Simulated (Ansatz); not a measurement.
**A hypothetical structure for Ti3Mo**

This structure for Ti3Mo is made up. Its elements were placed in a known structure type with a cell scaled to their sizes. What cell does the guess relax to, and how far off was it?

Method: DFT, PBE, plane-wave PAW, files of the set soft_1, scalar-relativistic, no spin, cell and ions relaxed at zero pressure; PAW set soft_1, in the first sound run; inputs show where later runs differ, in Ansatz 0.2.0.

**1. Set-up**

Symmetry: I4/mmm, No. 139, tetragonal system. The conventional cell has a = 3.955 Å, b = 3.955 Å, c = 9.325 Å, α = 90.00°, β = 90.00°, γ = 90.00°. Mo has 12 Ti at 2.80 to 3.06 Å nearest. Ti has 4 Mo at 2.80 Å and 8 Ti at 3.06 Å nearest. Ti has 8 Ti at 2.80 to 3.06 Å and 4 Mo at 3.06 Å nearest. Farther neighbours are not listed.

**2. Relaxing cell and atoms**

The guessed cell has no reason to be at equilibrium. It is relaxed with the atoms, within the space group of the guess.

The input, input.yaml:

```yaml
crystal:
  lattice:
    - [-1.9775, 1.9775, 4.6625]
    - [1.9775, -1.9775, 4.6625]
    - [1.9775, 1.9775, -4.6625]
  atoms:
    - { symbol: Mo, position: [0.0, 0.0, 0.0] }
    - { symbol: Ti, position: [0.5, 0.5, 0.0] }
    - { symbol: Ti, position: [0.25, 0.75, 0.5] }
    - { symbol: Ti, position: [0.75, 0.25, 0.5] }
kpoints:
  mp_grid: { grid: [9, 9, 9] }
scf:
  occupations: { method: fermi_dirac, width: 0.05 }
hamiltonian:
  xc: pbe
  pseudopotentials: { kind: paw, azcp: { folder: soft_1 } }
relax:
  f_tol: 0.015
  max_steps: 70
  cell: {}
output:
  forces: true
  stress: true
```

Launch:

```
$ ansatz run input.yaml --threads 4 --pin off --max-ram 10240MiB --backend cpu --events-out ev --progress --plain --runs-dir out
```

Numbers of over 12 decimals in the logs are rounded to 6 here.

What it wrote:

```text
Engine: ansatz 0.2.0, x86_64-unknown-linux-gnu
Pseudopotentials: kind: paw
Pseudopotential: Mo, paw, valence charge 14, recommended cutoff 420 eV (normal), soft_1/Mo.paw.azcp
Pseudopotential: Ti, paw, valence charge 12, recommended cutoff 420 eV (normal), soft_1/Ti.paw.azcp
Functional definition: PBE
  parameter kappa = 0.804
  parameter beta = 0.066725
  exchange = pbe_x(kappa = kappa, mu = beta*pi^2/3)
  correlation = pbe_c(beta = beta)
Crystal: 4 atoms, lattice volume = 72.931 Å³
Basis set: ecut = 420 eV, 1435 PW (Γ), exchange–correlation on 80×80×80 points (8 copies of the dense FFT grid, shifted against one another)
Bands: 30, of which v1, the nominal top of the filled ones, is band 25 counted from 1 (24 counted from 0)
Symmetry: 16 space group operations
Space group: I4/mmm (ITA 139), of the structure as read, at distance tolerance 4.2e-5 Å
k-points: 75 of 729
Non-local potential: Mo, projectors of the file, l = 0: 3, l = 1: 2, l = 2: 2, l = 3: 1
Non-local potential: Ti, projectors of the file, l = 0: 3, l = 1: 2, l = 2: 3, l = 3: 1
PAW form: soft (Blöchl's): semilocal exchange-correlation on the pseudo side does not see the compensation charge
PAW one-centre angular grid: Mo, 590 points (default); XC on 64 Gauss nodes
PAW one-centre angular grid: Ti, 590 points (default); XC on 64 Gauss nodes
Initial density: superposition of atomic densities (chi_scale 0.1, normalization cell, long waves kept (reshape's long-wave potential 0.00 eV rms))
Initial wavefunctions: pseudopotential atomic-orbital guess
Functional: x = pbe(κ = 0.804, μ = 0.219515), c = pbe(β = 0.066725)
SCF iter   1: F=—  HF=-12462.318550 eV  |F-HF|=—  |Δ(HF+E_count)|=         —  Δρ=1.78e-1  dr2=6.42e1  ethr=3.10e-3  ⟨swp⟩=3.9  Hψ=7378  notcnv=0
preconditioner: auto → Kerker (q_TF=auto, 2.562 Å⁻¹)  [metal: Δε(μ)=0.003 eV  Ē_g=2.544 eV  σ=0.050 eV  W_gap=0.02  n_scr=14 (ndim 8)  ℏωp=18.4 eV  f_vac=0.000  D(μ)=8.06/eV (n_scr^D=102)]
SCF iter   2: F=—  HF=-12454.920057 eV  |F-HF|=—  |Δ(HF+E_count)|=    7.40e0  Δρ=4.64e-2  dr2=2.23e0  ethr=3.10e-3  ⟨swp⟩=4.0  Hψ=6198  notcnv=0
SCF iter   3: F=—  HF=-12454.608377 eV  |F-HF|=—  |Δ(HF+E_count)|=   3.12e-1  Δρ=2.05e-2  dr2=2.85e-1  ethr=3.10e-3  ⟨swp⟩=3.0  Hψ=3669  notcnv=0
SCF iter   4: F=—  HF=-12454.599424 eV  |F-HF|=—  |Δ(HF+E_count)|=   8.95e-3  Δρ=7.78e-3  dr2=5.93e-2  ethr=5.70e-4  ⟨swp⟩=2.5  Hψ=3432  notcnv=0  defer=1
SCF iter   5: F=—  HF=-12454.592642 eV  |F-HF|=—  |Δ(HF+E_count)|=   6.78e-3  Δρ=1.98e-3  dr2=3.62e-3  ethr=1.19e-4  ⟨swp⟩=2.1  Hψ=3321  notcnv=0
SCF iter   6: F=—  HF=-12454.592609 eV  |F-HF|=—  |Δ(HF+E_count)|=   3.26e-5  Δρ=4.76e-4  dr2=1.52e-4  ethr=7.25e-6  ⟨swp⟩=2.2  Hψ=2711  notcnv=0
SCF iter   7: F=—  HF=-12454.592630 eV  |F-HF|=—  |Δ(HF+E_count)|=   2.09e-5  Δρ=7.76e-5  dr2=4.99e-6  ethr=3.05e-7  ⟨swp⟩=2.2  Hψ=3104  notcnv=0
SCF iter   8: F=—  HF=-12454.592632 eV  |F-HF|=—  |Δ(HF+E_count)|=   2.14e-6  Δρ=2.06e-5  dr2=4.63e-7  ethr=9.98e-9  ⟨swp⟩=2.2  Hψ=3009  notcnv=0
SCF iter   9: F=-12454.592632 eV  HF=-12454.592632 eV  |F-HF|=2.62e-8  |Δ(HF+E_count)|=   3.68e-8  Δρ=5.14e-6  dr2=3.23e-8  ethr=2.00e-10  ⟨swp⟩=4.1  Hψ=7050  notcnv=0
SCF 1 converged in 9 iterations: F = -12454.592632 eV  dr2 = 3.23e-8
  greatest PAW one-centre occupation: 0.999 electrons in one spin orbital (limit 2), on the Mo atom at site 0 (counted from 0), in its partial waves of l = 0
relax step   1: F+E_penalty+E_count = -12454.59263235 eV  Δ(F+E_penalty+E_count) = +0.000e0 eV  max|allowed force component| = 2.761e-30 eV/Å  Δτ_max = 0.0000 Å  P = -10.935 GPa  Ω = 72.931 Å³  (9 SCF iters, dr2 threshold 1.00e-7 eV, accepted)
Crystal: 4 atoms, lattice volume = 63.095 Å³
Basis set: ecut = 420 eV, 1259 PW (Γ), exchange–correlation on 80×80×80 points (8 copies of the dense FFT grid, shifted against one another)
Initial density: handed on by an earlier stage of this run
Initial wavefunctions: those handed on with the density
iter 1 solved again at ethr=2.19e-3 eV; its pass at ethr=3.10e-3 eV (dr2=1.10e0 eV) is discarded
SCF iter   1: F=—  HF=-12454.856279 eV  |F-HF|=—  |Δ(HF+E_count)|=         —  Δρ=2.57e-2  dr2=1.10e0  ethr=2.19e-3  ⟨swp⟩=1.0  Hψ=12770  notcnv=0
preconditioner: auto → Kerker (q_TF=auto, 2.625 Å⁻¹)  [metal: Δε(μ)=0.007 eV  Ē_g=2.857 eV  σ=0.050 eV  W_gap=0.04  n_scr=14 (ndim 8)  ℏωp=19.8 eV  f_vac=0.000  D(μ)=4.97/eV (n_scr^D=52)]
SCF iter   2: F=—  HF=-12454.773545 eV  |F-HF|=—  |Δ(HF+E_count)|=   8.27e-2  Δρ=9.95e-3  dr2=1.72e-1  ethr=2.19e-3  ⟨swp⟩=2.0  Hψ=2556  notcnv=0
SCF iter   3: F=—  HF=-12454.761324 eV  |F-HF|=—  |Δ(HF+E_count)|=   1.22e-2  Δρ=1.83e-3  dr2=1.49e-3  ethr=3.44e-4  ⟨swp⟩=2.2  Hψ=3205  notcnv=0
SCF iter   4: F=—  HF=-12454.761326 eV  |F-HF|=—  |Δ(HF+E_count)|=   2.72e-6  Δρ=4.34e-4  dr2=2.53e-4  ethr=2.98e-6  ⟨swp⟩=2.0  Hψ=3822  notcnv=0
SCF iter   5: F=—  HF=-12454.761302 eV  |F-HF|=—  |Δ(HF+E_count)|=   2.49e-5  Δρ=1.07e-4  dr2=6.68e-6  ethr=5.06e-7  ⟨swp⟩=2.0  Hψ=2698  notcnv=0
SCF iter   6: F=—  HF=-12454.761302 eV  |F-HF|=—  |Δ(HF+E_count)|=   1.71e-7  Δρ=2.66e-5  dr2=6.74e-7  ethr=8.00e-10  ⟨swp⟩=4.1  Hψ=8316  notcnv=0
SCF iter   7: F=-12454.761302 eV  HF=-12454.761302 eV  |F-HF|=7.62e-9  |Δ(HF+E_count)|=   5.43e-8  Δρ=5.03e-6  dr2=1.55e-8  ethr=8.00e-10  ⟨swp⟩=3.7  Hψ=6531  notcnv=0
SCF 2 converged in 7 iterations: F = -12454.761302 eV  dr2 = 1.55e-8
relax step   2: F+E_penalty+E_count = -12454.76130167 eV  Δ(F+E_penalty+E_count) = -1.687e-1 eV  max|allowed force component| = 8.132e-20 eV/Å  Δτ_max = 0.0000 Å  P = +7.580 GPa  Ω = 63.095 Å³  energy of the carried Pulay correction = +2.580e-3 eV  (7 SCF iters, dr2 threshold 4.00e-7 eV, accepted)
Crystal: 4 atoms, lattice volume = 66.691 Å³
Basis set: ecut = 420 eV, 1307 PW (Γ), exchange–correlation on 80×80×80 points (8 copies of the dense FFT grid, shifted against one another)
iter 1 solved again at ethr=4.45e-4 eV; its pass at ethr=3.10e-3 eV (dr2=2.23e-1 eV) is discarded
SCF iter   1: F=—  HF=-12454.867258 eV  |F-HF|=—  |Δ(HF+E_count)|=         —  Δρ=1.13e-2  dr2=2.24e-1  ethr=4.45e-4  ⟨swp⟩=1.0  Hψ=13216  notcnv=0
preconditioner: auto → Kerker (q_TF=auto, 2.600 Å⁻¹)  [metal: Δε(μ)=0.024 eV  Ē_g=2.778 eV  σ=0.050 eV  W_gap=0.12  n_scr=14 (ndim 8)  ℏωp=19.3 eV  f_vac=0.000  D(μ)=5.76/eV (n_scr^D=76)]
SCF iter   2: F=—  HF=-12454.851194 eV  |F-HF|=—  |Δ(HF+E_count)|=   1.61e-2  Δρ=4.17e-3  dr2=3.20e-2  ethr=4.45e-4  ⟨swp⟩=2.0  Hψ=2507  notcnv=0
SCF iter   3: F=—  HF=-12454.848901 eV  |F-HF|=—  |Δ(HF+E_count)|=   2.29e-3  Δρ=8.24e-4  dr2=4.14e-4  ethr=6.39e-5  ⟨swp⟩=2.0  Hψ=2590  notcnv=0
SCF iter   4: F=—  HF=-12454.848902 eV  |F-HF|=—  |Δ(HF+E_count)|=   7.44e-7  Δρ=1.55e-4  dr2=1.66e-5  ethr=8.27e-7  ⟨swp⟩=2.1  Hψ=3685  notcnv=0
SCF iter   5: F=—  HF=-12454.848901 eV  |F-HF|=—  |Δ(HF+E_count)|=   1.27e-6  Δρ=4.42e-5  dr2=1.36e-6  ethr=3.32e-8  ⟨swp⟩=2.6  Hψ=3691  notcnv=0
SCF iter   6: F=-12454.848901 eV  HF=-12454.848901 eV  |F-HF|=4.28e-8  |Δ(HF+E_count)|=   1.83e-9  Δρ=8.48e-6  dr2=6.55e-8  ethr=8.00e-10  ⟨swp⟩=4.0  Hψ=6936  notcnv=0
SCF 3 converged in 6 iterations: F = -12454.848901 eV  dr2 = 6.55e-8
relax step   3: F+E_penalty+E_count = -12454.84890087 eV  Δ(F+E_penalty+E_count) = -8.760e-2 eV  max|allowed force component| = 8.674e-19 eV/Å  Δτ_max = 0.0000 Å  P = -0.927 GPa  Ω = 66.691 Å³  energy of the carried Pulay correction = +1.588e-3 eV  (6 SCF iters, dr2 threshold 4.00e-7 eV, accepted)
Crystal: 4 atoms, lattice volume = 66.336 Å³
Basis set: ecut = 420 eV, 1291 PW (Γ), exchange–correlation on 80×80×80 points (8 copies of the dense FFT grid, shifted against one another)
iter 1 solved again at ethr=4.10e-6 eV; its pass at ethr=3.10e-3 eV (dr2=2.05e-3 eV) is discarded
SCF iter   1: F=—  HF=-12454.854471 eV  |F-HF|=—  |Δ(HF+E_count)|=         —  Δρ=1.31e-3  dr2=2.00e-3  ethr=4.10e-6  ⟨swp⟩=1.0  Hψ=12321  notcnv=0
preconditioner: auto → Kerker (q_TF=auto, 2.603 Å⁻¹)  [metal: Δε(μ)=0.006 eV  Ē_g=2.781 eV  σ=0.050 eV  W_gap=0.03  n_scr=14 (ndim 8)  ℏωp=19.3 eV  f_vac=0.000  D(μ)=5.68/eV (n_scr^D=76)]
SCF iter   2: F=—  HF=-12454.854342 eV  |F-HF|=—  |Δ(HF+E_count)|=   1.29e-4  Δρ=6.07e-4  dr2=3.55e-4  ethr=4.00e-6  ⟨swp⟩=1.1  Hψ=2254  notcnv=0
SCF iter   3: F=—  HF=-12454.854311 eV  |F-HF|=—  |Δ(HF+E_count)|=   3.05e-5  Δρ=1.26e-4  dr2=8.14e-6  ethr=7.10e-7  ⟨swp⟩=1.7  Hψ=2370  notcnv=0
SCF iter   4: F=—  HF=-12454.854311 eV  |F-HF|=—  |Δ(HF+E_count)|=   5.08e-7  Δρ=2.88e-5  dr2=4.99e-7  ethr=1.63e-8  ⟨swp⟩=2.0  Hψ=2760  notcnv=0
iter 5 did not close the SCF: its close was put off for the readings that it lacked (scf_convergence_deferred on its scf_iter line)
SCF iter   5: F=-12454.854311 eV  HF=-12454.854311 eV  |F-HF|=1.05e-8  |Δ(HF+E_count)|=   4.01e-8  Δρ=6.74e-6  dr2=2.82e-8  ethr=9.99e-10  ⟨swp⟩=2.1  Hψ=2840  notcnv=0
SCF iter   6: F=-12454.854311 eV  HF=-12454.854311 eV  |F-HF|=3.53e-10  |Δ(HF+E_count)|=   2.88e-9  Δρ=1.37e-6  dr2=1.08e-9  ethr=5.63e-11  ⟨swp⟩=2.0  Hψ=6262  notcnv=0
SCF 4 converged in 6 iterations: F = -12454.854311 eV  dr2 = 1.08e-9
relax step   4: F+E_penalty+E_count = -12454.85431081 eV  Δ(F+E_penalty+E_count) = -5.410e-3 eV  max|allowed force component| = 1.138e-18 eV/Å  Δτ_max = 0.0000 Å  P = -0.276 GPa  Ω = 66.336 Å³  energy of the carried Pulay correction = +1.680e-3 eV  (6 SCF iters, dr2 threshold 4.00e-7 eV, accepted)
Crystal: 4 atoms, lattice volume = 66.148 Å³
Basis set: ecut = 420 eV, 1267 PW (Γ), exchange–correlation on 80×80×80 points (8 copies of the dense FFT grid, shifted against one another)
iter 1 solved again at ethr=1.92e-6 eV; its pass at ethr=3.10e-3 eV (dr2=9.59e-4 eV) is discarded
SCF iter   1: F=—  HF=-12454.856533 eV  |F-HF|=—  |Δ(HF+E_count)|=         —  Δρ=1.23e-3  dr2=9.65e-4  ethr=1.92e-6  ⟨swp⟩=1.8  Hψ=12705  notcnv=0
preconditioner: auto → Kerker (q_TF=auto, 2.604 Å⁻¹)  [metal: Δε(μ)=0.025 eV  Ē_g=2.801 eV  σ=0.050 eV  W_gap=0.13  n_scr=14 (ndim 8)  ℏωp=19.4 eV  f_vac=0.000  D(μ)=5.74/eV (n_scr^D=76)]
SCF iter   2: F=—  HF=-12454.856447 eV  |F-HF|=—  |Δ(HF+E_count)|=   8.61e-5  Δρ=6.47e-4  dr2=2.33e-4  ethr=1.92e-6  ⟨swp⟩=1.0  Hψ=2250  notcnv=0
SCF iter   3: F=—  HF=-12454.856421 eV  |F-HF|=—  |Δ(HF+E_count)|=   2.67e-5  Δρ=1.13e-4  dr2=6.73e-6  ethr=4.66e-7  ⟨swp⟩=1.8  Hψ=2416  notcnv=0
iter 4 did not close the SCF: its close was put off for the readings that it lacked (scf_convergence_deferred on its scf_iter line)
SCF iter   4: F=-12454.856420 eV  HF=-12454.856420 eV  |F-HF|=2.03e-7  |Δ(HF+E_count)|=   4.56e-7  Δρ=2.46e-5  dr2=3.88e-7  ethr=1.35e-8  ⟨swp⟩=2.0  Hψ=2682  notcnv=0
iter 5 did not close the SCF: its close was put off for the readings that it lacked (scf_convergence_deferred on its scf_iter line)
SCF iter   5: F=-12454.856420 eV  HF=-12454.856420 eV  |F-HF|=1.63e-8  |Δ(HF+E_count)|=   2.81e-8  Δρ=6.69e-6  dr2=2.97e-8  ethr=7.76e-10  ⟨swp⟩=2.0  Hψ=2828  notcnv=0
SCF iter   6: F=-12454.856420 eV  HF=-12454.856420 eV  |F-HF|=3.75e-10  |Δ(HF+E_count)|=   2.35e-9  Δρ=1.43e-6  dr2=1.08e-9  ethr=5.93e-11  ⟨swp⟩=2.0  Hψ=6673  notcnv=0
SCF 5 converged in 6 iterations: F = -12454.856420 eV  dr2 = 1.08e-9
relax step   5: F+E_penalty+E_count = -12454.85642012 eV  Δ(F+E_penalty+E_count) = -2.109e-3 eV  max|allowed force component| = 7.589e-19 eV/Å  Δτ_max = 0.0000 Å  P = +0.039 GPa  Ω = 66.148 Å³  energy of the carried Pulay correction = +1.727e-3 eV  (6 SCF iters, dr2 threshold 4.00e-7 eV, accepted)
Crystal: 4 atoms, lattice volume = 66.164 Å³
iter 1 solved again at ethr=1.28e-8 eV; its pass at ethr=3.10e-3 eV (dr2=6.42e-6 eV) is discarded
SCF iter   1: F=—  HF=-12454.856422 eV  |F-HF|=—  |Δ(HF+E_count)|=         —  Δρ=7.62e-5  dr2=6.48e-6  ethr=1.28e-8  ⟨swp⟩=2.0  Hψ=11993  notcnv=0
preconditioner: auto → Kerker (q_TF=auto, 2.604 Å⁻¹)  [metal: Δε(μ)=0.026 eV  Ē_g=2.803 eV  σ=0.050 eV  W_gap=0.13  n_scr=14 (ndim 8)  ℏωp=19.4 eV  f_vac=0.000  D(μ)=5.73/eV (n_scr^D=76)]
SCF iter   2: F=—  HF=-12454.856422 eV  |F-HF|=—  |Δ(HF+E_count)|=   7.96e-7  Δρ=3.44e-5  dr2=9.61e-7  ethr=1.28e-8  ⟨swp⟩=1.7  Hψ=2396  notcnv=0
SCF iter   3: F=—  HF=-12454.856422 eV  |F-HF|=—  |Δ(HF+E_count)|=   1.41e-7  Δρ=1.02e-5  dr2=7.82e-8  ethr=1.92e-9  ⟨swp⟩=1.7  Hψ=2398  notcnv=0
iter 4 did not close the SCF: its close was put off for the readings that it lacked (scf_convergence_deferred on its scf_iter line)
SCF iter   4: F=-12454.856422 eV  HF=-12454.856422 eV  |F-HF|=2.07e-9  |Δ(HF+E_count)|=   1.06e-8  Δρ=2.23e-6  dr2=3.61e-9  ethr=1.56e-10  ⟨swp⟩=2.0  Hψ=2711  notcnv=0
iter 5 did not close the SCF: its close was put off for the readings that it lacked (scf_convergence_deferred on its scf_iter line)
SCF iter   5: F=-12454.856422 eV  HF=-12454.856422 eV  |F-HF|=6.73e-11  |Δ(HF+E_count)|=  3.71e-10  Δρ=6.10e-7  dr2=1.82e-10  ethr=7.22e-12  ⟨swp⟩=2.0  Hψ=2876  notcnv=0
SCF iter   6: F=-12454.856422 eV  HF=-12454.856422 eV  |F-HF|=3.64e-12  |Δ(HF+E_count)|=  2.55e-11  Δρ=1.21e-7  dr2=5.67e-12  ethr=1.00e-12  ⟨swp⟩=1.5  Hψ=6755  notcnv=0
SCF 6 converged in 6 iterations: F = -12454.856422 eV  dr2 = 5.67e-12
relax step   6: F+E_penalty+E_count = -12454.85642232 eV  Δ(F+E_penalty+E_count) = -2.197e-6 eV  max|allowed force component| = 5.421e-19 eV/Å  Δτ_max = 0.0000 Å  P = +0.001 GPa  Ω = 66.164 Å³  energy of the carried Pulay correction = +1.722e-3 eV  (6 SCF iters, dr2 threshold 1.63e-8 eV, accepted)
Basis set: ecut = 420 eV, 1267 PW (Γ), exchange–correlation on 72×72×72 points (8 copies of the dense FFT grid, shifted against one another)
Initial wavefunctions: pseudopotential atomic-orbital guess (no wavefunctions were taken with the density)
iter 1 solved again at ethr=1.16e-7 eV; its pass at ethr=3.10e-3 eV (dr2=5.78e-5 eV) is discarded
SCF iter   1: F=—  HF=-12454.854147 eV  |F-HF|=—  |Δ(HF+E_count)|=         —  Δρ=1.35e-4  dr2=1.77e-6  ethr=1.16e-7  ⟨swp⟩=3.0  Hψ=12834  notcnv=0
preconditioner: auto → Kerker (q_TF=auto, 2.604 Å⁻¹)  [metal: Δε(μ)=0.025 eV  Ē_g=2.803 eV  σ=0.050 eV  W_gap=0.13  n_scr=14 (ndim 8)  ℏωp=19.4 eV  f_vac=0.000  D(μ)=5.73/eV (n_scr^D=76)]
SCF iter   2: F=—  HF=-12454.854162 eV  |F-HF|=—  |Δ(HF+E_count)|=   1.45e-5  Δρ=7.56e-5  dr2=8.30e-7  ethr=3.55e-9  ⟨swp⟩=2.0  Hψ=3916  notcnv=0
SCF iter   3: F=—  HF=-12454.854163 eV  |F-HF|=—  |Δ(HF+E_count)|=   1.18e-6  Δρ=8.80e-6  dr2=2.83e-8  ethr=1.66e-9  ⟨swp⟩=2.0  Hψ=4133  notcnv=0
SCF iter   4: F=—  HF=-12454.854163 eV  |F-HF|=—  |Δ(HF+E_count)|=   1.60e-8  Δρ=2.80e-6  dr2=3.42e-9  ethr=5.66e-11  ⟨swp⟩=2.0  Hψ=2873  notcnv=0
SCF iter   5: F=—  HF=-12454.854163 eV  |F-HF|=—  |Δ(HF+E_count)|=   2.11e-9  Δρ=8.92e-7  dr2=5.76e-10  ethr=6.85e-12  ⟨swp⟩=2.5  Hψ=3811  notcnv=0
SCF iter   6: F=-12454.854163 eV  HF=-12454.854163 eV  |F-HF|=5.46e-12  |Δ(HF+E_count)|=  5.46e-12  Δρ=1.45e-7  dr2=1.38e-11  ethr=1.00e-12  ⟨swp⟩=2.9  Hψ=7511  notcnv=0
SCF 7 converged in 6 iterations: F = -12454.854163 eV  dr2 = 1.38e-11
relax step   7: F+E_penalty+E_count = -12454.85416314 eV  Δ(F+E_penalty+E_count) = +2.259e-3 eV  max|allowed force component| = 4.879e-19 eV/Å  Δτ_max = 0.0000 Å  P = +0.021 GPa  Ω = 66.164 Å³  stress off target by 2.19e-2 GPa  SCF on the basis re-selected at this cell (its energy is not comparable with the rows above)  (6 SCF iters)
basis re-selected at this cell: Δ(F+E_penalty+E_count) = +2.259e-3 eV, ΔP = +0.020 GPa vs the last step (what re-selecting the basis moved, of the pressure what is left beyond the Pulay correction that the steps carried, after the strain that the cell walked since its last selection, with what the two solves' SCF thresholds leave and, on support functions, any second-order correction that the steps lacked; it is no measure of the basis error at this ecutwfc). The dense FFT grid was sized anew with the basis: this SCF ran on 36×36×36 points, the steps before it on 40×40×40, so part of this shift can come from that change (see relax.cell in the input reference). [rest of the remark cut]
SCF converged after 6 iterations
Free energy (F): -12454.854163 eV
Harris-Foulkes:  -12454.854163 eV  (|F-HF|=5.46e-12)
Internal energy: -12454.805888 eV  (E = F + TS)
E sigma→0 (E₀):  -12454.830025 eV
Entropy (-TS):   -0.048276 eV (-12.069 meV/atom)
Fermi energy:    15.175109 eV
--- Per-component energies (eV) ---
  E_band       = -526.438857
  E_kinetic    = 1267.867095
  E_local      = -3384.263828  (includes V_loc(G=0)·N_el)
  E_nonlocal   = 332.028648
  E_hartree    = 1298.778499
  E_xc         = -525.045762
  E_vxc        = -656.571550  (∫ρ·V_xc dr)
  E_paw        = -6339.376085  (= ΣΔE_a)
  E_vpaw       = -683.055987  (= ΣTr[D̂ρ^β])
  E_aug_tail   = -0.000190  (compensation charges beyond the density's cutoff)
  E_ewald      = -5104.794264
  E_smearing   = -0.048276  (= −TS)
  E_closure    = 0.000000  (closes the sum)
  Σ components = -12454.854163   (vs F -12454.854163, Δ=0.00e0)
--- Forces (eV/Å), atoms counted from 1 ---
  atom   1  Mo    -0.00000000    -0.00000000     0.00000000
  atom   2  Ti     0.00000000    -0.00000000     0.00000000
  atom   3  Ti     0.00000000     0.00000000     0.00000000
  atom   4  Ti     0.00000000     0.00000000    -0.00000000
  max |Σ_I F_I| component: 6.51e-19 eV/Å
--- Stress (GPa, compression-positive) ---
        0.021872      -0.000000      -0.000000
       -0.000000       0.021872       0.000000
       -0.000000       0.000000       0.018062
  P = ⅓ Tr σ = 0.0206 GPa (0.206 kbar)
--- Relaxed structure (6 steps of the walk, 6 accepted, 1 SCFs on fresh bases) ---
  F+E_penalty+E_count = -12454.85416314 eV   max|allowed force component| = 4.879e-19 eV/Å   (the final SCF, on the basis selected at the relaxed cell)
  cell:  # Å, volume = 66.1643 Å³
    - [-1.891237, 1.891237, 4.624576]
    - [1.891237, -1.891237, 4.624576]
    - [1.891237, 1.891237, -4.624576]
  atoms:
    - { symbol: Mo, position: [0, 0, 0.0] }
    - { symbol: Ti, position: [0.5, 0.5, 0] }
    - { symbol: Ti, position: [0.25, 0.75, 0.500000] }
    - { symbol: Ti, position: [0.75, 0.25, 0.500000] }
```

Run time: 20 s. Hardware: 4 threads of AMD EPYC 7R13 (Zen 3), shared host; peak memory 0.55 GiB.

Relaxation path:

```csv
step,energy less that of the first step (eV),largest force component (eV/Å),pressure (GPa),volume (Å³)
1,0.0000,0.0000,-10.93,72.93
2,-0.1687,0.0000,7.58,63.09
3,-0.2563,0.0000,-0.93,66.69
4,-0.2617,0.0000,-0.28,66.34
5,-0.2638,0.0000,0.04,66.15
6,-0.2638,0.0000,0.00,66.16
7*,-0.2615,0.0000,0.02,66.16
```

Relaxation steps marked * repeat the geometry before them on a plane-wave basis chosen anew for their cell, so energy and pressure can jump there.

Forces are held to the 16 operations that the run works with; a distortion that breaks them can't arise in this run.

| conventional cell, symmetrised | before | after | change |
| --- | --- | --- | --- |
| a (Å) | 3.955 | 3.782 | -4.4 % |
| b (Å) | 3.955 | 3.782 | -4.4 % |
| c (Å) | 9.325 | 9.249 | -0.8 % |
| volume (Å³/atom) | 18.23 | 16.54 | -9.3 % |

Final coordinates:

```xyz
4
Lattice="-1.8912 1.8912 4.6246 1.8912 -1.8912 4.6246 1.8912 1.8912 -4.6246" Properties=species:S:1:pos:R:3 pbc="T T T"
Mo    0.0000    0.0000    0.0000
Ti    0.0000    0.0000    4.6246
Ti    1.8912    0.0000    2.3123
Ti    0.0000    1.8912    2.3123
```

This step gave:

```
free energy             : -12454.8542 eV
energy at zero smearing : -12454.8300 eV
smearing term TS        : 0.04828 eV
Fermi energy            : 15.18 eV
electrons               : 50
symmetry operations     : 16
pressure                : 0.02060 GPa
```

Shortest distances by pair of elements, guess and relaxed (not always the same contact):

```csv
pair,guess (Å),relaxed (Å)
Mo–Ti,2.797,2.675
Ti–Ti,2.797,2.675
Mo–Mo,3.955,3.782
```

The relaxation ends with a pressure of 0.02 GPa.

(Part 1 of 2 ends here.)

[Logs are printed without paths, hosts, clocks, repeated set-up lines and the standing remarks that a program may print on its own settings, such as how far it seeks lower states.]

[Hosts, paths, dates, database ids (printed as entryN), source tags and the programs' standing remarks are cut or masked in the printed files.]
